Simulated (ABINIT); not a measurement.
**SiC (F-43m): G0W0 in ABINIT against the exchange cutoff**

Aim: move the exchange cutoff of a G0W0 run on SiC (F-43m) over a wide range.

Program: ABINIT 10.8.3. Level of theory: PBE and many-body steps on it, plane waves. Results are calculated unless marked as measured.

### Step 1. Set-up

It takes space group F-43m (No. 216, cubic). Conventional cell: a = 4.358 Å, b = 4.358 Å, c = 4.358 Å, α = 90.00°, β = 90.00°, γ = 90.00°. Si has 4 C at 1.89 Å nearest. Nearest to C lie 4 Si at 1.89 Å. Farther neighbours are not listed.

As a file:

```cif
data_structure
_symmetry_space_group_name_H-M 'P 1'
_symmetry_Int_Tables_number 1
_cell_length_a 3.0816
_cell_length_b 3.0816
_cell_length_c 3.0816
_cell_angle_alpha 60.000
_cell_angle_beta 60.000
_cell_angle_gamma 60.000
_cell_volume 20.69
loop_
_atom_site_label
_atom_site_type_symbol
_atom_site_fract_x
_atom_site_fract_y
_atom_site_fract_z
_atom_site_occupancy
Si1 Si 0.00000 0.00000 0.00000 1
C2 C 0.25000 0.25000 0.25000 1
```

The cell and positions come from the Crystallography Open Database and are kept as given unless a step says otherwise.

### Step 2. Screening, 6×6×6 mesh, 19 bands, screening to 130.6 eV

This step: ABINIT 10.8.3; RPA screening on PBE, plane waves, norm-conserving pseudopotentials.

The RPA dielectric matrix is built and inverted for each q.

run.abi

```
acell 3*1.0 Angstrom
rprim 
  -0.000000000000 2.179000000000 2.179000000000
  2.179000000000 -0.000000000000 2.179000000000
  2.179000000000 2.179000000000 -0.000000000000
ntypat 2
znucl 14 6
natom 2
typat 1 2
xred 
  0.000000000000 0.000000000000 0.000000000000
  0.250000000000 0.250000000000 0.250000000000
pp_dirpath "pseudos"
pseudos "Si.upf, C.upf"
ecut 37
ngkpt 6 6 6
nshiftk 1
shiftk 0 0 0
kptopt 1
chksymbreak 0
istwfk *1
occopt 1
irdwfk 1
optdriver 3
nband 19
ecuteps 4.8
inclvkb 2
awtr 1
symchi 1
indata_prefix "in"
outdata_prefix "out"
tmpdata_prefix "tmp"
```

Launch:

```sh
$ OMP_NUM_THREADS=1 mpirun -n 4 abinit run.abi > log
```

The log of the run:

```text
.Version 10.8.3 of ABINIT. v10.8.2 released Aug 2026.

 Symmetries : space group F-4 3 m (#216); Bravais cF (face-center cubic)
[... echo of the input left out ...]
== DATASET  1 ==================================================================
-   mpi_nproc: 4, omp_nthreads: 1 (-1 if OMP is not activated)

--- !DatasetInfo
iteration_state: {dtset: 1, }
dimensions: {natom: 2, nkpt: 16, mband: 19, nsppol: 1, nspinor: 1, nspden: 1, mpw: 1524, }
cutoff_energies: {ecut:  37.0, pawecutdg:  -1.0, }
electrons: {nelect:   8.00000000E+00, charge:   0.00000000E+00, occopt:   1.00000000E+00, tsmear:   1.00000000E-02, }

 SCREENING: Calculation of the susceptibility and dielectric matrices

 Based on a program developped by R.W. Godby, V. Olevano, G. Onida, and L. Reining.
 Incorporated in ABINIT by V. Olevano, G.-M. Rignanese, and M. Torrent.
.Using double precision arithmetic ; gwpc =  8

[... cell and pseudopotentials left out ...]
--------------------------------------------------------------------------------

 ==== K-mesh for the wavefunctions ====
 Number of points in the irreducible wedge :    16
[... list of points left out ...]
 Together with 24 symmetry operations and time-reversal symmetry
 yields   216 points in the full Brillouin Zone.

 ==== Q-mesh for the screening function ====
 Number of points in the irreducible wedge :    16
[... list of points left out ...]
 Together with 24 symmetry operations and time-reversal symmetry
 yields   216 points in the full Brillouin Zone.

 setmesh: FFT mesh size selected  =    24x   24x   24
          total number of points  =        13824

 vcoul_init : cutoff-mode = AUXILIARY_FUNCTION
 q-points for optical limit:   1
     1)      0.000010    0.000020    0.000030

- screening: taking advantage of time-reversal symmetry
- Maximum band index for partially occupied states nbvw = 4
- Remaining bands to be divided among processors   nbcw = 15
- Number of bands treated by each node ~3

 Number of electrons calculated from density =    8.0000; Expected =    8.0000
 average of density, n =  0.057292
 r_s =    1.6092
 omega_plasma =   23.0888 [eV]

 calculating chi0 at frequencies [eV] :
  1    0.000000E+00    0.000000E+00
  2    0.000000E+00    2.308880E+01

--------------------------------------------------------------------------------
  q-point number  1        q = ( 0.000000, 0.000000, 0.000000) [r.l.u.]
--------------------------------------------------------------------------------
[... chi0 elements left out ...]
 For q-point:  0.000010 0.000020 0.000030
  dielectric constant =   7.0761
  dielectric constant without local fields =   7.7285

  Average fulfillment of the sum rule on Im[epsilon] for q-point    1 :     39.73  [%]
[... wings left out ...]
  q-point number  2        q = ( 0.166667, 0.000000, 0.000000) [r.l.u.]
--------------------------------------------------------------------------------
[... chi0 elements left out ...]
  Average fulfillment of the sum rule on Im[epsilon] for q-point    2 :     80.25  [%]

 [... 14 further q-points ...]
```

It took 5.6 s on 4 MPI ranks of Arm Neoverse V2, shared host; peak memory 0.43 GiB; 22 s of CPU time.

Numbers from this step:

```yaml
eps_infinity_with_local_fields_on_this_mesh_along_the_program_s_q_direction: 7.076
the_same_without_local_fields: 7.729
plasma_frequency: 23.09 eV
plane_waves_in_the_screening_matrix: 65
```

Local fields lower ε∞ by 8 %.

### Step 3. 3.7 Ha

This step: G0W0 on PBE, plane waves, norm-conserving pseudopotentials.

run.abi: that of step 2 with these lines changed.

```diff
@@ -23,8 +23,17 @@
 irdwfk 1
-optdriver 3
+optdriver 4
 nband 19
+gwcalctyp 0
+ecutsigx 3.7
+symsigma 1
+nkptgw 2
+kptgw 
+  0.0000000000 0.0000000000 0.0000000000
+  0.5000000000 0.5000000000 0.0000000000
+bdgw 
+  2 8
+  3 6
 ecuteps 4.8
-inclvkb 2
-awtr 1
-symchi 1
+irdscr 1
+ppmodel 1
 indata_prefix "in"
```

The log of the run:

```text
.Version 10.8.3 of ABINIT. v10.8.2 released Aug 2026.

 Symmetries : space group F-4 3 m (#216); Bravais cF (face-center cubic)
[... echo of the input left out ...]
== DATASET  1 ==================================================================
-   mpi_nproc: 4, omp_nthreads: 1 (-1 if OMP is not activated)

--- !DatasetInfo
iteration_state: {dtset: 1, }
dimensions: {natom: 2, nkpt: 16, mband: 19, nsppol: 1, nspinor: 1, nspden: 1, mpw: 1524, }
cutoff_energies: {ecut:  37.0, pawecutdg:  -1.0, }
electrons: {nelect:   8.00000000E+00, charge:   0.00000000E+00, occopt:   1.00000000E+00, tsmear:   1.00000000E-02, }

 SIGMA: Calculation of the GW corrections

 Based on a program developped by R.W. Godby, V. Olevano, G. Onida, and L. Reining.
 Incorporated in ABINIT by V. Olevano, G.-M. Rignanese, and M. Torrent.
.Using double precision arithmetic ; gwpc =  8

[... cell and pseudopotentials left out ...]
--------------------------------------------------------------------------------

 ==== K-mesh for the wavefunctions ====
 Number of points in the irreducible wedge :    16
[... list of points left out ...]
 Together with 24 symmetry operations and time-reversal symmetry
 yields   216 points in the full Brillouin Zone.

 ==== Q-mesh for screening function ====
 Number of points in the irreducible wedge :    16
[... list of points left out ...]
 Together with 24 symmetry operations and time-reversal symmetry
 yields   216 points in the full Brillouin Zone.

 vcoul_init : cutoff-mode = AUXILIARY_FUNCTION
 q-points for optical limit:   1
     1)      0.000010    0.000020    0.000030
 setmesh: FFT mesh size selected  =    24x   24x   24
          total number of points  =        13824

 Number of electrons calculated from density =    8.0000; Expected =    8.0000
 average of density, n =  0.057292
 r_s =    1.6092
 omega_plasma =   23.0888 [eV]

 === KS Band Gaps ===
  >>>> For spin  1
   Minimum direct gap =   4.5530 [eV], located at k-point      :   0.5000  0.5000  0.0000
   Fundamental gap    =   1.3613 [eV], Top of valence bands at :   0.0000  0.0000  0.0000
                                       Bottom of conduction at :   0.5000  0.5000  0.0000
 SIGMA fundamental parameters:
 PLASMON POLE MODEL  1
 number of plane-waves for SigmaX                   59
 number of plane-waves for SigmaC and W             59
 number of plane-waves for wavefunctions          1459
 number of bands                                    19
 number of independent spin polarizations            1
 number of spinorial components                      1
 number of k-points in IBZ                          16
 number of q-points in IBZ                          16
 number of symmetry operations                      24
 number of k-points in BZ                          216
 number of q-points in BZ                          216
 number of frequencies for dSigma/dE                 9
 frequency step for dSigma/dE [eV]                0.25
 number of omega for Sigma on real axis              0
 max omega for Sigma on real axis  [eV]           0.00
 zcut for avoiding poles [eV]                     0.10

 EPSILON^-1 parameters (SCR file):
 dimension of the eps^-1 matrix on file             65
 dimension of the eps^-1 matrix used                59
 number of plane-waves for wavefunctions          1459
 number of bands                                    19
 number of q-points in IBZ                          16
 number of frequencies                               2
 number of real frequencies                          1
 number of imag frequencies                          1

 matrix elements of self-energy operator (all in [eV])

 Perturbative Calculation

--- !SelfEnergy_ee
iteration_state: {dtset: 1, }
kpoint     : [   0.000,    0.000,    0.000, ]
spin       : 1
KS_gap     :    6.223
QP_gap     :    6.990
Delta_QP_KS:    0.767
data: !SigmaeeData |
     Band     E0 <VxcDFT>   SigX SigC(E0)      Z dSigC/dE  Sig(E)    E-E0       E
        2   6.835 -14.930 -17.238   2.804   0.799  -0.252 -14.534   0.396   7.231
        3   6.835 -14.930 -17.238   2.804   0.799  -0.252 -14.534   0.396   7.231
        4   6.835 -14.930 -17.238   2.804   0.799  -0.252 -14.534   0.396   7.231
        5  13.058 -13.213  -7.337  -4.416   0.796  -0.256 -12.050   1.163  14.221
        6  14.146 -11.327  -5.788  -4.312   0.810  -0.234 -10.333   0.994  15.140
        7  14.146 -11.327  -5.788  -4.312   0.810  -0.234 -10.333   0.994  15.140
        8  14.146 -11.327  -5.788  -4.312   0.810  -0.234 -10.333   0.994  15.140

--- !SelfEnergy_ee
iteration_state: {dtset: 1, }
kpoint     : [   0.500,    0.500,    0.000, ]
spin       : 1
KS_gap     :    4.553
QP_gap     :    5.417
Delta_QP_KS:    0.864
data: !SigmaeeData |
     Band     E0 <VxcDFT>   SigX SigC(E0)      Z dSigC/dE  Sig(E)    E-E0       E
        3   3.643 -13.567 -17.242   3.460   0.787  -0.271 -13.736  -0.168   3.475
        4   3.643 -13.567 -17.242   3.460   0.787  -0.271 -13.736  -0.168   3.475
        5   8.196 -10.505  -6.325  -3.337   0.824  -0.213  -9.810   0.695   8.892
        6  11.168 -10.770  -5.910  -3.726   0.828  -0.208  -9.831   0.939  12.107

== END DATASET(S) ==============================================================
================================================================================

 -outvars: echo values of variables after computation  --------
           etotal      0.0000000000E+00
            nband          19
             nkpt          16
          spgroup         216
 [... the other variables as echoed above ...]

 Calculation completed.
```

Elapsed: 2 s, on 4 MPI ranks; peak memory 0.11 GiB.

This step gave:

| Property | Result |
| --- | --- |
| G0W0 gap on the points computed | 1.661 eV |
| starting gap on the mesh | 1.361 eV |
| k of the valence top | 0, 0, 0 |
| k of the conduction bottom | 0.5, 0.5, 0 |
| Z at the valence top | 0.799 |
| Z at the conduction bottom | 0.824 |
| least direct G0W0 gap on the computed points | 5.417 eV |

### Step 4. 7.4 Ha

run.abi: that of step 3 with these lines changed.

```diff
@@ -26,3 +26,3 @@
 gwcalctyp 0
-ecutsigx 3.7
+ecutsigx 7.4
 symsigma 1
```

The log of the run:

```text
.Version 10.8.3 of ABINIT. v10.8.2 released Aug 2026.

 Symmetries : space group F-4 3 m (#216); Bravais cF (face-center cubic)
[... echo of the input left out ...]
== DATASET  1 ==================================================================
-   mpi_nproc: 4, omp_nthreads: 1 (-1 if OMP is not activated)

--- !DatasetInfo
iteration_state: {dtset: 1, }
dimensions: {natom: 2, nkpt: 16, mband: 19, nsppol: 1, nspinor: 1, nspden: 1, mpw: 1524, }
cutoff_energies: {ecut:  37.0, pawecutdg:  -1.0, }
electrons: {nelect:   8.00000000E+00, charge:   0.00000000E+00, occopt:   1.00000000E+00, tsmear:   1.00000000E-02, }

 SIGMA: Calculation of the GW corrections

 Based on a program developped by R.W. Godby, V. Olevano, G. Onida, and L. Reining.
 Incorporated in ABINIT by V. Olevano, G.-M. Rignanese, and M. Torrent.
.Using double precision arithmetic ; gwpc =  8

[... cell and pseudopotentials left out ...]
--------------------------------------------------------------------------------

 ==== K-mesh for the wavefunctions ====
 Number of points in the irreducible wedge :    16
[... list of points left out ...]
 Together with 24 symmetry operations and time-reversal symmetry
 yields   216 points in the full Brillouin Zone.

 ==== Q-mesh for screening function ====
 Number of points in the irreducible wedge :    16
[... list of points left out ...]
 Together with 24 symmetry operations and time-reversal symmetry
 yields   216 points in the full Brillouin Zone.

 vcoul_init : cutoff-mode = AUXILIARY_FUNCTION
 q-points for optical limit:   1
     1)      0.000010    0.000020    0.000030
 setmesh: FFT mesh size selected  =    24x   24x   24
          total number of points  =        13824

 Number of electrons calculated from density =    8.0000; Expected =    8.0000
[...]
number of omega for Sigma on real axis              0
 max omega for Sigma on real axis  [eV]           0.00
 zcut for avoiding poles [eV]                     0.10

 EPSILON^-1 parameters (SCR file):
 dimension of the eps^-1 matrix on file             65
 dimension of the eps^-1 matrix used                65
 number of plane-waves for wavefunctions          1459
 number of bands                                    19
 number of q-points in IBZ                          16
 number of frequencies                               2
 number of real frequencies                          1
 number of imag frequencies                          1

 matrix elements of self-energy operator (all in [eV])

 Perturbative Calculation

--- !SelfEnergy_ee
iteration_state: {dtset: 1, }
kpoint     : [   0.000,    0.000,    0.000, ]
spin       : 1
KS_gap     :    6.223
QP_gap     :    7.045
Delta_QP_KS:    0.822
data: !SigmaeeData |
     Band     E0 <VxcDFT>   SigX SigC(E0)      Z dSigC/dE  Sig(E)    E-E0       E
        2   6.835 -14.930 -17.481   2.798   0.799  -0.252 -14.732   0.197   7.032
        3   6.835 -14.930 -17.481   2.798   0.799  -0.252 -14.732   0.197   7.032
        4   6.835 -14.930 -17.481   2.798   0.799  -0.252 -14.732   0.197   7.032
[...]
--- !SelfEnergy_ee
iteration_state: {dtset: 1, }
kpoint     : [   0.500,    0.500,    0.000, ]
spin       : 1
KS_gap     :    4.553
QP_gap     :    5.496
Delta_QP_KS:    0.943
data: !SigmaeeData |
     Band     E0 <VxcDFT>   SigX SigC(E0)      Z dSigC/dE  Sig(E)    E-E0       E
[...]
5   8.196 -10.505  -6.365  -3.338   0.824  -0.213  -9.844   0.661   8.858
        6  11.168 -10.770  -5.951  -3.727   0.828  -0.208  -9.867   0.903  12.072

== END DATASET(S) ==============================================================
================================================================================

 -outvars: echo values of variables after computation  --------
           etotal      0.0000000000E+00
            nband          19
             nkpt          16
          spgroup         216
 [... the other variables as echoed above ...]

 Calculation completed.
```

Elapsed: 2.1 s, on 4 MPI ranks; peak memory 0.11 GiB.

This step gave:

* G0W0 gap on the points computed: 1.826 eV
* starting gap on the mesh: 1.361 eV
* k of the valence top: 0, 0, 0
* k of the conduction bottom: 0.5, 0.5, 0
* Z at the valence top: 0.799
* Z at the conduction bottom: 0.824
* least direct G0W0 gap on the computed points: 5.496 eV

(Continued in part 2 of 2.)

[Paths, hosts, dates, memory and timing lines, banners, echoed tables and standing remarks are left out of the program output.]

[Logs are printed without paths, hosts, clocks, repeated set-up lines and the standing remarks that a program may print on its own settings, such as how far it seeks lower states.]

[Runs of the session that timed out or met a known fault of the program may be left out.]

[No measured gap is set beside runs whose start may be inverted or whose files or cutoffs have a known fault.]

[Hosts, paths, dates, database ids (printed as entryN), source tags and the programs' standing remarks are cut or masked in the printed files.]

[G0W0 gaps are taken among the corrected bands and points alone; a level outside them can change the order at an edge.]

[Where Ansatz stands beside ABINIT at settings called matched, ABINIT's density can come from a denser mesh and the files from another edition; pairs whose starting gaps differed by over 0.03 eV were left out, so agreement reads better than it is.]
